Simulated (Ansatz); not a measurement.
# MgTiS3 (model cell, started as cubic perovskite with Ti in the octahedra): following an unstable mode, part 2 of 3

Aim: this structure of MgTiS3 (model cell, started as cubic perovskite with Ti in the octahedra) is to be tested for unstable modes, and one is followed downhill.

Ansatz 0.2.0; DFT PBE, scalar-relativistic, plane waves, PAW; PAW set soft_1.

So far, highest frequency on the path or at a solved wavevector (cm⁻¹): step 2 (phonons on a q mesh) 462. Also lowest frequency on the path (cm⁻¹): step 2 -235.

The structure was built from a prototype and need not be the compound's stable phase.

**3. The mode frozen in, largest atomic shift 0 Å**

The mode followed lies at q = (0.25, -0.5, -0.5) with frequency 233.2i cm⁻¹, one of the unstable modes though not the softest. At small amplitude the distorted cell has space group no. 140 by a symmetry search on the positions. The undistorted cell that holds it gives the zero of energy on the same k mesh.

System of this step: MgTiS3 (model cell, started as cubic perovskite with Ti in the octahedra). The structure is cubic, space group Pm-3m (No. 221). The conventional cell has a = 4.709 Å, b = 4.709 Å, c = 4.709 Å, α = 90.00°, β = 90.00°, γ = 90.00°. Nearest to Mg lie 12 S at 3.33 Å. Nearest to Ti lie 6 S at 2.35 Å. Nearest to S lie 2 Ti at 2.35 Å. S has 2 Ti at 2.35 Å nearest. Farther neighbours and most contacts between anions are not listed.

Contents of input.yaml:

```yaml
crystal:
  lattice:
    - [0.0, -4.7086208483, -4.7086208483]
    - [0.0, -4.7086208483, 4.7086208483]
    - [-9.4172416966, -4.7086208483, 0.0]
  atoms:
    - { symbol: Mg, position: [0.75, 0.75, 0.5] }
    - { symbol: Mg, position: [0.25, 0.25, 0.5] }
    - { symbol: Mg, position: [0.5, 0.5, 1.0] }
    - { symbol: Mg, position: [1.0, 0.0, 1.0] }
    - { symbol: Ti, position: [0.375, 0.875, 0.25] }
    - { symbol: Ti, position: [0.875, 0.375, 0.25] }
    - { symbol: Ti, position: [0.125, 0.625, 0.75] }
    - { symbol: Ti, position: [0.625, 0.125, 0.75] }
    - { symbol: S, position: [0.125, 0.125, 0.25] }
    - { symbol: S, position: [0.625, 0.625, 0.25] }
    - { symbol: S, position: [0.875, 0.875, 0.75] }
    - { symbol: S, position: [0.375, 0.375, 0.75] }
    - { symbol: S, position: [0.625, 0.125, 0.25] }
    - { symbol: S, position: [0.125, 0.625, 0.25] }
    - { symbol: S, position: [0.375, 0.875, 0.75] }
    - { symbol: S, position: [0.875, 0.375, 0.75] }
    - { symbol: S, position: [0.25, 0.75, 0.5] }
    - { symbol: S, position: [0.75, 0.25, 0.5] }
    - { symbol: S, position: [0.0, 0.5, 1.0] }
    - { symbol: S, position: [0.5, 0.0, 1.0] }
kpoints:
  mp_grid: { grid: [6, 6, 6] }
hamiltonian:
  xc: pbe
  pseudopotentials: { kind: paw, azcp: { folder: soft_1 } }
scf:
  occupations: { method: methfessel_paxton, width: 0.2 }
output:
  forces: true
  stress: true
  eigenvalues: true
```

Started as:

```sh
> ansatz run input.yaml --threads 4 --pin off --max-ram 16384MiB --backend cpu --events-out ev --progress --plain --runs-dir out
```

Numbers of over 12 decimals in the logs are rounded to 6 here.

The log of the run:

```text
[...]
Crystal: 20 atoms, lattice volume = 417.581 Å³
Basis set: ecut = 420 eV, 8127 PW (Γ), exchange–correlation on 90×90×144 points (8 copies of the dense FFT grid, shifted against one another)
Bands: 100, of which v1, the nominal top of the filled ones, is band 80 counted from 1 (79 counted from 0)
Symmetry: 64 space group operations
[...]
k-points: 30 of 216
[...]
k-point 0: bands = [... 76 lower, 6.2019, 6.2019, 6.2418, 6.5903, 6.5903, 6.5936, 6.6535, 6.7961, ... 16 higher]
  k-point 1: bands = [... 76 lower, 6.4065, 6.5227, 6.5227, 6.5399, 6.5975, 6.6494, 6.8841, 6.8841, ... 16 higher]
  k-point 2: bands = [... 76 lower, 6.1372, 6.6084, 6.6383, 6.8502, 6.8502, 6.9143, 6.9453, 6.9566, ... 16 higher]
  k-point 29: bands = [... 76 lower, 5.7595, 5.8309, 6.5055, 6.8099, 6.9370, 7.3961, 7.6539, 7.7551, ... 16 higher]
[key lines of the parts left out:]
SCF converged after 9 iterations
Free energy (F): -28533.037053 eV
Fermi energy:    6.775742 eV
P = ⅓ Tr σ = 0.0292 GPa (0.292 kbar)
```

It took 27 s on 4 threads of Arm Neoverse V1, shared host; peak memory 1.7 GiB.

This step gave:

- pressure: 0.02922 GPa
- energy from the undistorted cell: 0 meV/atom

The run ends at a pressure of 0.03 GPa.

**4. The mode frozen in, largest atomic shift 0.6 Å**

The atoms are moved along the unstable eigenvector, the largest shift by 0.6 Å, with the cell fixed.

Changes to input.yaml since step 3:

```diff
@@ -14,10 +14,10 @@
     - { symbol: Ti, position: [0.625, 0.125, 0.75] }
-    - { symbol: S, position: [0.125, 0.125, 0.25] }
-    - { symbol: S, position: [0.625, 0.625, 0.25] }
-    - { symbol: S, position: [0.875, 0.875, 0.75] }
-    - { symbol: S, position: [0.375, 0.375, 0.75] }
-    - { symbol: S, position: [0.625, 0.125, 0.25] }
-    - { symbol: S, position: [0.125, 0.625, 0.25] }
-    - { symbol: S, position: [0.375, 0.875, 0.75] }
-    - { symbol: S, position: [0.875, 0.375, 0.75] }
+    - { symbol: S, position: [0.0612870765, 0.0612870765, 0.25] }
+    - { symbol: S, position: [0.6887129235, 0.6887129235, 0.25] }
+    - { symbol: S, position: [0.9387129235, 0.9387129235, 0.75] }
+    - { symbol: S, position: [0.3112870765, 0.3112870765, 0.75] }
+    - { symbol: S, position: [0.5612870765, 0.1887129235, 0.25] }
+    - { symbol: S, position: [0.1887129235, 0.5612870765, 0.25] }
+    - { symbol: S, position: [0.4387129235, 0.8112870765, 0.75] }
+    - { symbol: S, position: [0.8112870765, 0.4387129235, 0.75] }
     - { symbol: S, position: [0.25, 0.75, 0.5] }
```

The log of the run:

```text
[...]
Crystal: 20 atoms, lattice volume = 417.581 Å³
Basis set: ecut = 420 eV, 8127 PW (Γ), exchange–correlation on 90×90×144 points (8 copies of the dense FFT grid, shifted against one another)
Bands: 100, of which v1, the nominal top of the filled ones, is band 80 counted from 1 (79 counted from 0)
Symmetry: 16 space group operations
[...]
k-points: 30 of 216
[...]
k-point 0: bands = [... 76 lower, 6.1611, 6.1611, 6.2381, 6.2381, 6.6411, 6.6411, 6.7253, 6.7615, ... 16 higher]
  k-point 1: bands = [... 76 lower, 6.1574, 6.1574, 6.2947, 6.2947, 6.7275, 6.7592, 6.8700, 6.8700, ... 16 higher]
  k-point 2: bands = [... 76 lower, 6.1515, 6.1515, 6.5260, 6.5260, 6.7334, 6.7532, 7.2390, 7.2390, ... 16 higher]
  k-point 29: bands = [... 76 lower, 5.5304, 5.6723, 6.0649, 6.2346, 6.8206, 7.2652, 7.5144, 7.5544, ... 16 higher]
[key lines of the parts left out:]
SCF converged after 10 iterations
Free energy (F): -28537.817579 eV
Fermi energy:    6.572835 eV
P = ⅓ Tr σ = -3.2670 GPa (-32.670 kbar)
```

The job ended after 28 s (4 threads; peak memory 1.7 GiB).

This step gave:

- pressure: -3.267 GPa
- energy from the undistorted cell: -239.3 meV/atom

The energy, extrapolated to zero smearing, is -239.26 meV/atom against the undistorted cell.

The run ends at a pressure of -3.27 GPa, with forces up to 1.0 eV/Å.

**5. Energy along the mode, all amplitudes (two of the runs are shown above)**

An imaginary frequency means negative curvature, so the energy should fall and then rise again as anharmonic terms take over.

Numbers from this step:

- depth at the lowest point sampled: 239.3 meV/atom
- largest atomic shift at that point: 0.6 Å

Table of energy from the parent by largest atomic shift:

```
largest atomic shift (Å)  energy from the parent (meV/atom)
                   0.000                                  0
                   0.040                              -1.97
                   0.080                              -7.74
                   0.140                              -22.7
                   0.220                              -51.7
                   0.320                              -98.9
                   0.450                               -167
                   0.600                               -239
```

Displacement at unit largest shift by atom:

```
atom  x (Å)  y (Å)  z (Å)  size
 Mg1   0.00   0.00   0.00  0.00
 Mg2   0.00   0.00   0.00  0.00
 Mg3   0.00   0.00   0.00  0.00
 Mg4   0.00   0.00   0.00  0.00
 Ti5   0.00   0.00   0.00  0.00
 Ti6   0.00   0.00   0.00  0.00
 Ti7   0.00   0.00   0.00  0.00
 Ti8   0.00   0.00   0.00  0.00
  S9   0.00   1.00   0.00  1.00
 S10   0.00  -1.00   0.00  1.00
 S11   0.00  -1.00   0.00  1.00
 S12   0.00   1.00   0.00  1.00
 S13   0.00   0.00   1.00  1.00
 S14   0.00   0.00  -1.00  1.00
 S15   0.00   0.00  -1.00  1.00
 S16   0.00   0.00   1.00  1.00
 S17   0.00   0.00   0.00  0.00
 S18   0.00   0.00   0.00  0.00
 S19   0.00   0.00   0.00  0.00
 S20   0.00   0.00   0.00  0.00
```

The lowest of the steps tried is the last one, at 0.6 Å, 239 meV/atom below the parent; the bottom of the well need not coincide with a step.

[end of part 2 of 3]

[Logs are printed without paths, hosts, clocks, repeated set-up lines and the standing remarks that a program may print on its own settings, such as how far it seeks lower states.]

[Hosts, paths, dates, database ids (printed as entryN), source tags and the programs' standing remarks are cut or masked in the printed files.]
